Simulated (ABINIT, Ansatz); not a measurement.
An input for ABINIT 10.8.3 (BaH2 (P6_3/mmc)):

```
acell 3*1.0 Angstrom
rprim 
  4.462025052349 0.000000000014 0.000000000000
  -2.231012526186 3.864227047650 0.000000000000
  0.000000000000 0.000000000000 6.055292590000
ntypat 2
znucl 56 1
natom 6
typat 1 1 2 2 2 2
xred 
  0.666666666667 0.333333333333 0.750000000000
  0.333333333333 0.666666666667 0.250000000000
  0.333333333333 0.666666666667 0.750000000000
  0.666666666667 0.333333333333 0.250000000000
  -0.000000000000 -0.000000000000 0.500000000000
  -0.000000000000 -0.000000000000 0.000000000000
pp_dirpath "pseudos"
pseudos "Ba.upf, H.upf"
ecut 32
ngkpt 3 3 4
nshiftk 1
shiftk 0 0 0
kptopt 1
chksymbreak 0
istwfk *1
occopt 1
irdwfk 1
optdriver 4
nband 158
gwcalctyp 0
ecutsigx 32
symsigma 1
nkptgw 3
kptgw 
  0.0000000000 0.0000000000 0.0000000000
  0.3333333333 0.3333333333 0.5000000000
  0.0000000000 0.0000000000 0.2500000000
bdgw 
  11 14
  11 14
  11 14
ecuteps 6.5
irdscr 1
ppmodel 2
indata_prefix "in"
outdata_prefix "out"
tmpdata_prefix "tmp"
```

```sh
OMP_NUM_THREADS=1 mpirun -n 8 abinit run.abi > log
```

Question: Estimate wall time and host memory on 8 MPI ranks of AMD EPYC 9R45, shared host.

It took 25 s; on shared hardware allow 12 s to 50 s. Peak host memory was 3.2 GiB.

[Paths, hosts, dates, memory and timing lines, banners, echoed tables and standing remarks are left out of the program output.]

[Logs are printed without paths, hosts, clocks, repeated set-up lines and the standing remarks that a program may print on its own settings, such as how far it seeks lower states.]

[Runs of the session that timed out or met a known fault of the program may be left out.]

[Hosts, paths, dates, database ids (printed as entryN), source tags and the programs' standing remarks are cut or masked in the printed files.]

[G0W0 gaps are taken among the corrected bands and points alone; a level outside them can change the order at an edge.]

[Where Ansatz stands beside ABINIT at settings called matched, ABINIT's density can come from a denser mesh and the files from another edition; pairs whose starting gaps differed by over 0.03 eV were left out, so agreement reads better than it is.]
